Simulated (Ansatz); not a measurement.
# The perfect Ni wire along [110], 4 atoms a period

Wanted: the relaxed geometry and the bands of the Ni wire along [110], 4 atoms a period.

Method: DFT PBE, plane waves, PAW; relaxation of a wire's period; PAW set soft_1, in the first sound run; inputs show where later runs differ, in Ansatz 0.2.0.

### 1. The structure

The cell holds 4 atoms: 4 Ni. Its edges and angles: a = 10.320 Å, b = 9.289 Å, c = 2.489 Å, α = 90.0°, β = 90.0°, γ = 90.0°. Vacuum lies along a and b. The structure's axis is c.

### 2. Relaxing the period

Band widths follow the bond lengths, so the wire is relaxed first. The atoms and the third cell vector are free; the box across stays fixed as vacuum. Moments are seeded so that a magnetic state can form if it lies lower. A Fermi-Dirac smearing is set since the result may be a metal. The pressure printed is a third of the stress's trace over the whole box, vacuum included; only the stress along the axis is relaxed.

input.yaml reads:

```yaml
crystal:
  lattice:
    - [10.32, 0.0, 0.0]
    - [0.0, 9.289, 0.0]
    - [0.0, 0.0, 2.4890158698]
  atoms:
    - { symbol: Ni, position: [0.329457364, 0.500000854, 0.0], spin: 0.8 }
    - { symbol: Ni, position: [0.670542636, 0.500000854, 0.0], spin: 0.8 }
    - { symbol: Ni, position: [0.5, 0.36602433, 0.5], spin: 0.8 }
    - { symbol: Ni, position: [0.5, 0.633977379, 0.5], spin: 0.8 }
magnetization:
  spin_polarized: true
kpoints:
  mp_grid: { grid: [1, 1, 33] }
scf:
  occupations: { method: fermi_dirac, width: 0.05 }
hamiltonian:
  xc: pbe
  pseudopotentials: { kind: paw, azcp: { folder: soft_1 } }
relax:
  cell: { fix: [a, b, alpha, beta, gamma] }
  max_steps: 45
  f_tol: 0.03
```

On the command line:

```
$ ansatz run input.yaml --threads 4 --pin off --max-ram 16384MiB --backend cpu --events-out ev --progress --plain --runs-dir out
```

Numbers of over 12 decimals in the logs are rounded to 6 here.

What it wrote:

```text
Engine: ansatz 0.2.0, aarch64-unknown-linux-gnu
Pseudopotentials: kind: paw
Pseudopotential: Ni, paw, valence charge 18, recommended cutoff 420 eV (normal), soft_1/Ni.paw.azcp
Functional definition: PBE
  parameter kappa = 0.804
  parameter beta = 0.066725
  exchange = pbe_x(kappa = kappa, mu = beta*pi^2/3)
  correlation = pbe_c(beta = beta)
Crystal: 4 atoms, lattice volume = 238.603 Å³
Basis set: ecut = 420 eV, 4661 PW (Γ), exchange–correlation on 144×128×36 points (8 copies of the dense FFT grid, shifted against one another)
Bands: 46, of which v1, the nominal top of the filled ones, is band 36 counted from 1 (35 counted from 0)
Symmetry: 8 space group operations
Space group: Pmmm (ITA 47), of the structure as read, at distance tolerance 6.2e-5 Å
Magnetic group: BNS 47.249 (UNI 347), of the structure as read, at distance tolerance 6.2e-5 Å
k-points: 17 of 33
Non-local potential: Ni, projectors of the file, l = 0: 3, l = 1: 2, l = 2: 3, l = 3: 1
PAW form: soft (Blöchl's): semilocal exchange-correlation on the pseudo side does not see the compensation charge
PAW one-centre angular grid: Ni, 590 points (default); XC on 64 Gauss nodes
Initial density: superposition of atomic densities (neutral atoms: chi_scale 0, normalization atom)
Starting moments: Σ|m| = 3.2 μB on 4 of 4 sites
Initial wavefunctions: pseudopotential atomic-orbital guess
Functional: x = pbe(κ = 0.804, μ = 0.219515), c = pbe(β = 0.066725)
SCF iter   1: F=—  HF=-23349.284074 eV  |F-HF|=—  |Δ(HF+E_count)|=         —  Δρ=2.55e-2 (↑2.55e-2 ↓1.43e-2)  dr2=7.40e0  dr2_m=2.82e-1  M=3.460 μB ∫|m|=3.576 μB  β_m=0.30  ethr=3.10e-3  ⟨swp⟩=8.9  Hψ=7173  notcnv=0  defer=7
Mixer restart at iter 1: flushing history
preconditioner: auto → LDOS  [metal: Δε(μ)=0.008 eV  Ē_g=5.647 eV  σ=0.050 eV  W_gap=0.04  n_scr=36 (ndim 8)  ℏωp=15.2 eV  f_vac=0.651  D(μ)=14.09/eV (n_scr^D=148)]
spin=Collinear: LDOS preconditioning applied to the charge; magnetization (m = ρ↑ − ρ↓) channel mixes plain (no charge-response kernel on spin).
SCF iter   2: F=—  HF=-23350.463139 eV  |F-HF|=—  |Δ(HF+E_count)|=    1.18e0  Δρ=1.77e-2 (↑1.77e-2 ↓8.21e-3)  dr2=1.64e0  dr2_m=2.19e-1  M=3.534 μB ∫|m|=3.703 μB  β_m=0.43  ethr=3.10e-3  ⟨swp⟩=3.0  Hψ=2825  notcnv=0  defer=81
SCF iter   3: F=—  HF=-23352.672548 eV  |F-HF|=—  |Δ(HF+E_count)|=    2.21e0  Δρ=6.78e-3 (↑5.10e-3 ↓6.78e-3)  dr2=8.32e-2  dr2_m=6.01e-2  M=3.541 μB ∫|m|=3.819 μB  β_m=0.57  ethr=2.28e-3  ⟨swp⟩=3.2  Hψ=2615  notcnv=0  defer=75
SCF iter   4: F=—  HF=-23353.306664 eV  |F-HF|=—  |Δ(HF+E_count)|=         —  Δρ=4.78e-3 (↑3.69e-3 ↓4.78e-3)  dr2=1.05e-1  dr2_m=3.02e-3  M=3.423 μB ∫|m|=3.759 μB  β_m=0.57  ethr=1.16e-4  ⟨swp⟩=3.4  Hψ=2857  notcnv=0  defer=67
SCF iter   5: F=—  HF=-23353.410020 eV  |F-HF|=—  |Δ(HF+E_count)|=   1.03e-1  Δρ=2.63e-3 (↑2.63e-3 ↓1.16e-3)  dr2=1.03e-2  dr2_m=4.33e-3  M=3.399 μB ∫|m|=3.767 μB  β_m=0.58  ethr=1.16e-4  ⟨swp⟩=3.5  Hψ=3224  notcnv=0  defer=71
SCF iter   6: F=—  HF=-23353.404799 eV  |F-HF|=—  |Δ(HF+E_count)|=   5.22e-3  Δρ=1.75e-3 (↑3.77e-4 ↓1.75e-3)  dr2=4.10e-3  dr2_m=1.96e-3  M=3.387 μB ∫|m|=3.748 μB  β_m=0.79  ethr=1.42e-5  ⟨swp⟩=2.6  Hψ=3116  notcnv=0  defer=77
SCF iter   7: F=—  HF=-23353.408870 eV  |F-HF|=—  |Δ(HF+E_count)|=   4.07e-3  Δρ=5.64e-4 (↑2.94e-4 ↓5.64e-4)  dr2=7.95e-4  dr2_m=1.19e-4  M=3.387 μB ∫|m|=3.746 μB  β_m=0.70  ethr=5.69e-6  ⟨swp⟩=2.0  Hψ=2504  notcnv=0  defer=77
SCF iter   8: F=—  HF=-23353.409304 eV  |F-HF|=—  |Δ(HF+E_count)|=   4.34e-4  Δρ=2.73e-4 (↑7.64e-5 ↓2.73e-4)  dr2=1.24e-4  dr2_m=3.49e-5  M=3.386 μB ∫|m|=3.746 μB  β_m=0.82  ethr=1.10e-6  ⟨swp⟩=2.1  Hψ=2578  notcnv=0  defer=77
SCF iter   9: F=—  HF=-23353.409322 eV  |F-HF|=—  |Δ(HF+E_count)|=   1.78e-5  Δρ=1.27e-4 (↑4.06e-5 ↓1.27e-4)  dr2=1.62e-5  dr2_m=9.42e-6  M=3.386 μB ∫|m|=3.746 μB  β_m=0.88  ethr=1.73e-7  ⟨swp⟩=2.0  Hψ=2366  notcnv=0  defer=77
SCF iter  10: F=—  HF=-23353.409345 eV  |F-HF|=—  |Δ(HF+E_count)|=   2.35e-5  Δρ=6.11e-5 (↑4.31e-5 ↓6.11e-5)  dr2=8.30e-6  dr2_m=3.80e-6  M=3.387 μB ∫|m|=3.746 μB  β_m=0.82  ethr=2.25e-8  ⟨swp⟩=2.4  Hψ=2843  notcnv=0  defer=77
SCF iter  11: F=—  HF=-23353.409351 eV  |F-HF|=—  |Δ(HF+E_count)|=   5.50e-6  Δρ=4.76e-5 (↑1.83e-5 ↓4.76e-5)  dr2=8.09e-6  dr2_m=6.84e-7  M=3.388 μB ∫|m|=3.746 μB  β_m=0.71  ethr=1.15e-8  ⟨swp⟩=2.0  Hψ=2540  notcnv=0  defer=77
SCF iter  12: F=—  HF=-23353.409350 eV  |F-HF|=—  |Δ(HF+E_count)|=   5.95e-7  Δρ=1.33e-5 (↑1.33e-5 ↓8.42e-6)  dr2=1.12e-6  dr2_m=1.07e-7  M=3.388 μB ∫|m|=3.747 μB  β_m=0.61  ethr=1.12e-8  ⟨swp⟩=2.0  Hψ=2247  notcnv=0  defer=77
SCF iter  13: F=—  HF=-23353.409350 eV  |F-HF|=—  |Δ(HF+E_count)|=   2.40e-7  Δρ=3.54e-6 (↑2.78e-6 ↓3.54e-6)  dr2=3.24e-8  dr2_m=8.78e-9  M=3.388 μB ∫|m|=3.747 μB  β_m=0.81  ethr=1.55e-9  ⟨swp⟩=2.0  Hψ=2215  notcnv=0  defer=77
SCF iter  14: F=-23353.409350 eV  HF=-23353.409350 eV  |F-HF|=2.26e-8  |Δ(HF+E_count)|=   1.94e-8  Δρ=2.63e-6 (↑1.38e-6 ↓2.63e-6)  dr2=2.41e-8  dr2_m=1.42e-9  M=3.388 μB ∫|m|=3.747 μB  ethr=4.51e-11  ⟨swp⟩=2.0  Hψ=4938  notcnv=0
SCF 1 converged in 14 iterations: F = -23353.409350 eV  dr2 = 2.41e-8
  greatest PAW one-centre occupation: 1.001 electrons in one spin orbital (limit 2), on the Ni atom at site 1 (counted from 0), in its partial waves of l = 1
relax step   1: F+E_penalty+E_count = -23353.40934969 eV  Δ(F+E_penalty+E_count) = +0.000e0 eV  max|allowed force component| = 1.228e0 eV/Å  Δτ_max = 0.0000 Å  P = -2.629 GPa  Ω = 238.603 Å³  fix = [a, b, alpha, beta, gamma]  reactions: a -2.120, b -1.979 GPa  (14 SCF iters, dr2 threshold 1.00e-7 eV, accepted)
Crystal: 4 atoms, lattice volume = 233.648 Å³
Basis set: ecut = 420 eV, 4545 PW (Γ), exchange–correlation on 144×128×36 points (8 copies of the dense FFT grid, shifted against one another)
Initial density: handed on by an earlier stage of this run
Starting moments: Σ|m| = 3.2 μB on 4 of 4 sites; this step starts from the density that it was given
Initial wavefunctions: those handed on with the density
iter 1 solved again at ethr=1.06e-4 eV; its pass at ethr=3.10e-3 eV (dr2=7.65e-2 eV) is discarded
SCF iter   1: F=—  HF=-23353.640478 eV  |F-HF|=—  |Δ(HF+E_count)|=         —  Δρ=4.27e-3 (↑3.26e-3 ↓4.27e-3)  dr2=7.87e-2  dr2_m=9.51e-3  M=3.379 μB ∫|m|=3.725 μB  β_m=0.30  ethr=1.06e-4  ⟨swp⟩=2.4  Hψ=8092  notcnv=0
preconditioner: auto → LDOS  [metal: Δε(μ)=0.010 eV  Ē_g=5.640 eV  σ=0.050 eV  W_gap=0.05  n_scr=36 (ndim 8)  ℏωp=15.4 eV  f_vac=0.686  D(μ)=8.41/eV (n_scr^D=50)]
spin=Collinear: LDOS preconditioning applied to the charge; magnetization (m = ρ↑ − ρ↓) channel mixes plain (no charge-response kernel on spin).
[...]
relax step   4: F+E_penalty+E_count = -23353.70477543 eV  Δ(F+E_penalty+E_count) = -1.001e-2 eV  max|allowed force component| = 2.255e-3 eV/Å  Δτ_max = 0.0142 Å  P = +0.019 GPa  Ω = 227.726 Å³  energy of the carried Pulay correction = +1.266e-3 eV  fix = [a, b, alpha, beta, gamma]  reactions: a +0.041, b +0.070 GPa  (9 SCF iters, dr2 threshold 4.00e-7 eV, accepted)
[...]
relax step   5: F+E_penalty+E_count = -23353.70482691 eV  Δ(F+E_penalty+E_count) = -5.148e-5 eV  max|allowed force component| = 1.917e-3 eV/Å  Δτ_max = 0.0003 Å  P = +0.036 GPa  Ω = 227.567 Å³  energy of the carried Pulay correction = +1.285e-3 eV  fix = [a, b, alpha, beta, gamma]  reactions: a +0.047, b +0.070 GPa  (8 SCF iters, dr2 threshold 7.53e-9 eV, accepted)
Basis set: ecut = 420 eV, 4399 PW (Γ), exchange–correlation on 144×128×32 points (8 copies of the dense FFT grid, shifted against one another)
Initial wavefunctions: pseudopotential atomic-orbital guess (no wavefunctions were taken with the density)
iter 1 solved again at ethr=8.03e-6 eV; its pass at ethr=3.10e-3 eV (dr2=5.78e-3 eV) is discarded
SCF iter   1: F=—  HF=-23353.702833 eV  |F-HF|=—  |Δ(HF+E_count)|=         —  Δρ=1.57e-4 (↑6.75e-5 ↓1.57e-4)  dr2=6.81e-5  dr2_m=4.98e-6  M=3.311 μB ∫|m|=3.643 μB  β_m=0.65  ethr=8.03e-6  ⟨swp⟩=2.9  Hψ=10627  notcnv=0
eigensolver tolerance schedule: the retry pair's looser diagonalisation over-reported the residual by 83.95 of it (diagonalisation noise at 0.28 of the residual, at the tolerance the schedule requests for it); recorded, not acted on — ethr = c·dr2/N_el stays at c = 1.0e-1
preconditioner: auto → LDOS  [metal: Δε(μ)=0.012 eV  Ē_g=5.867 eV  σ=0.050 eV  W_gap=0.06  n_scr=16 (ndim 8)  ℏωp=15.6 eV  f_vac=0.688  D(μ)=7.20/eV (n_scr^D=44)]
spin=Collinear: LDOS preconditioning applied to the charge; magnetization (m = ρ↑ − ρ↓) channel mixes plain (no charge-response kernel on spin).
SCF iter   2: F=—  HF=-23353.702875 eV  |F-HF|=—  |Δ(HF+E_count)|=   4.22e-5  Δρ=5.15e-5 (↑5.15e-5 ↓4.67e-5)  dr2=2.18e-5  dr2_m=4.26e-8  M=3.310 μB ∫|m|=3.642 μB  β_m=0.60  ethr=9.46e-8  ⟨swp⟩=2.0  Hψ=1998  notcnv=0
SCF iter   3: F=—  HF=-23353.702874 eV  |F-HF|=—  |Δ(HF+E_count)|=   7.86e-7  Δρ=2.60e-5 (↑2.60e-5 ↓2.27e-5)  dr2=1.20e-6  dr2_m=9.42e-7  M=3.310 μB ∫|m|=3.641 μB  β_m=0.80  ethr=3.02e-8  ⟨swp⟩=1.1  Hψ=1579  notcnv=0
SCF iter   4: F=—  HF=-23353.702876 eV  |F-HF|=—  |Δ(HF+E_count)|=   1.34e-6  Δρ=1.60e-5 (↑1.60e-5 ↓8.25e-6)  dr2=1.97e-6  dr2_m=8.24e-8  M=3.309 μB ∫|m|=3.640 μB  β_m=0.71  ethr=1.67e-9  ⟨swp⟩=2.7  Hψ=3181  notcnv=0
SCF iter   5: F=—  HF=-23353.702875 eV  |F-HF|=—  |Δ(HF+E_count)|=   3.87e-7  Δρ=3.90e-6 (↑3.01e-6 ↓3.90e-6)  dr2=4.64e-8  dr2_m=9.17e-9  M=3.309 μB ∫|m|=3.640 μB  β_m=0.69  ethr=1.67e-9  ⟨swp⟩=2.0  Hψ=2255  notcnv=0
SCF iter   6: F=—  HF=-23353.702875 eV  |F-HF|=—  |Δ(HF+E_count)|=   1.59e-8  Δρ=2.22e-6 (↑8.72e-7 ↓2.22e-6)  dr2=1.06e-8  dr2_m=1.99e-9  M=3.309 μB ∫|m|=3.640 μB  β_m=0.68  ethr=6.44e-11  ⟨swp⟩=2.7  Hψ=2982  notcnv=0
SCF iter   7: F=—  HF=-23353.702875 eV  |F-HF|=—  |Δ(HF+E_count)|=   8.54e-9  Δρ=8.75e-7 (↑8.75e-7 ↓7.51e-7)  dr2=2.10e-9  dr2_m=3.31e-10  M=3.309 μB ∫|m|=3.640 μB  β_m=0.77  ethr=1.48e-11  ⟨swp⟩=2.1  Hψ=2568  notcnv=0
SCF iter   8: F=—  HF=-23353.702875 eV  |F-HF|=—  |Δ(HF+E_count)|=   1.88e-8  Δρ=7.88e-7 (↑5.79e-7 ↓7.88e-7)  dr2=2.18e-9  dr2_m=1.13e-10  M=3.309 μB ∫|m|=3.640 μB  β_m=0.62  ethr=2.92e-12  ⟨swp⟩=2.4  Hψ=2833  notcnv=0
SCF iter   9: F=—  HF=-23353.702875 eV  |F-HF|=—  |Δ(HF+E_count)|=  6.37e-10  Δρ=2.89e-7 (↑1.51e-7 ↓2.89e-7)  dr2=2.30e-10  dr2_m=3.40e-11  M=3.309 μB ∫|m|=3.640 μB  β_m=0.79  ethr=2.92e-12  ⟨swp⟩=2.0  Hψ=2222  notcnv=0
SCF iter  10: F=—  HF=-23353.702875 eV  |F-HF|=—  |Δ(HF+E_count)|=  2.55e-11  Δρ=9.08e-8 (↑8.94e-8 ↓9.08e-8)  dr2=4.00e-11  dr2_m=1.17e-12  M=3.309 μB ∫|m|=3.640 μB  β_m=0.72  ethr=1.00e-12  ⟨swp⟩=2.1  Hψ=2070  notcnv=0
SCF iter  11: F=-23353.702875 eV  HF=-23353.702875 eV  |F-HF|=1.46e-11  |Δ(HF+E_count)|=  7.28e-12  Δρ=5.79e-8 (↑3.42e-8 ↓5.79e-8)  dr2=1.32e-11  dr2_m=5.28e-13  M=3.309 μB ∫|m|=3.640 μB  ethr=1.00e-12  ⟨swp⟩=3.9  Hψ=5607  notcnv=0
SCF 6 converged in 11 iterations: F = -23353.702875 eV  dr2 = 1.32e-11
relax step   6: F+E_penalty+E_count = -23353.70287510 eV  Δ(F+E_penalty+E_count) = +1.952e-3 eV  max|allowed force component| = 2.048e-3 eV/Å  Δτ_max = 0.0000 Å  P = +0.045 GPa  Ω = 227.567 Å³  fix = [a, b, alpha, beta, gamma]  reactions: a +0.053, b +0.074 GPa  stress off target by 7.23e-3 GPa on what of the cell is left free  SCF on the basis re-selected at this cell (its energy is not comparable with the rows above)  (11 SCF iters)
basis re-selected at this cell: Δ(F+E_penalty+E_count) = +1.952e-3 eV, ΔP = +0.008 GPa vs the last step (what re-selecting the basis moved, of the pressure what is left beyond the Pulay correction that the steps carried, after the strain that the cell walked since its last selection, with what the two solves' SCF thresholds leave and, on support functions, any second-order correction that the steps lacked; it is no measure of the basis error at this ecutwfc). The dense FFT grid was sized anew with the basis: this SCF ran on 72×64×16 points, the steps before it on 72×64×18, so part of this shift can come from that change (see relax.cell in the input reference). [rest of the remark cut]
SCF converged after 11 iterations
Magnetization: 3.3093 μB (37.6547 up, 34.3453 down)
Absolute magnetization: 3.6438 μB (∫|ρ↑−ρ↓|, with the PAW one-centre terms)
Spin contamination: 0.0456 ħ² per cell (⟨S²⟩ above its minimum at these occupations)
Per-site moments (μB) at R_I (Å): [(0.812015, 0.979230), (0.812015, 0.979230), (0.866297, 0.952537), (0.866297, 0.952537)]
Free energy (F): -23353.702875 eV
Harris-Foulkes:  -23353.702875 eV  (|F-HF|=1.46e-11)
Internal energy: -23353.642174 eV  (E = F + TS)
E sigma→0 (E₀):  -23353.672524 eV
Entropy (-TS):   -0.060701 eV (-15.175 meV/atom)
Fermi energy:    -0.116901 eV
--- Per-component energies (eV) ---
  E_band       = -2434.099999
  E_kinetic    = 1353.282148
  E_local      = -44675.558894  (includes V_loc(G=0)·N_el)
  E_nonlocal   = -457.250854
  E_hartree    = 22169.359515
  E_xc         = -443.544031
  E_vxc        = -571.450794  (∫ρ·V_xc dr)
  E_paw        = -6641.088053  (= ΣΔE_a)
  E_vpaw       = -2421.843804  (= ΣTr[D̂ρ^β])
  E_aug_tail   = 0.003752  (compensation charges beyond the density's cutoff)
  E_ewald      = 5341.154242
  E_smearing   = -0.060701  (= −TS)
  E_closure    = -0.000000  (closes the sum)
  Σ components = -23353.702875   (vs F -23353.702875, Δ=0.00e0)
--- Forces (eV/Å), atoms counted from 1 ---
  atom   1  Ni    -0.00027821     0.00000000    -0.00000000
  atom   2  Ni     0.00027821    -0.00000000     0.00000000
  atom   3  Ni    -0.00000000    -0.00204795    -0.00000000
  atom   4  Ni     0.00000000     0.00204795     0.00000000
  max |Σ_I F_I| component: 2.02e-28 eV/Å
--- Stress (GPa, compression-positive) ---
        0.052531       0.000000       0.000000
        0.000000       0.074162       0.000000
        0.000000       0.000000       0.007234
  P = ⅓ Tr σ = 0.0446 GPa (0.446 kbar)
--- Relaxed structure (5 steps of the walk, 5 accepted, 1 SCFs on fresh bases) ---
  F+E_penalty+E_count = -23353.70287510 eV   max|allowed force component| = 2.048e-3 eV/Å   (the final SCF, on the basis selected at the relaxed cell)
  cell:  # Å, volume = 227.5671 Å³
    - [10.32, 0, 0]
    - [0, 9.289, 0]
    - [0, 0, 2.373891]
  atoms:
    - { symbol: Ni, position: [0.332255, 0.5, -6.439928906840732e-19] }
    - { symbol: Ni, position: [0.667745, 0.5, 6.439928906840732e-19] }
    - { symbol: Ni, position: [0.5, 0.375703, 0.500000] }
    - { symbol: Ni, position: [0.5, 0.624297, 0.500000] }
```

It took 42 s on 4 threads of Arm Neoverse V1, shared host; peak memory 0.74 GiB; 2.7 min of CPU time.

[end of part 1 of 2]

[Logs are printed without paths, hosts, clocks, repeated set-up lines and the standing remarks that a program may print on its own settings, such as how far it seeks lower states.]

[Hosts, paths, dates, database ids (printed as entryN), source tags and the programs' standing remarks are cut or masked in the printed files.]
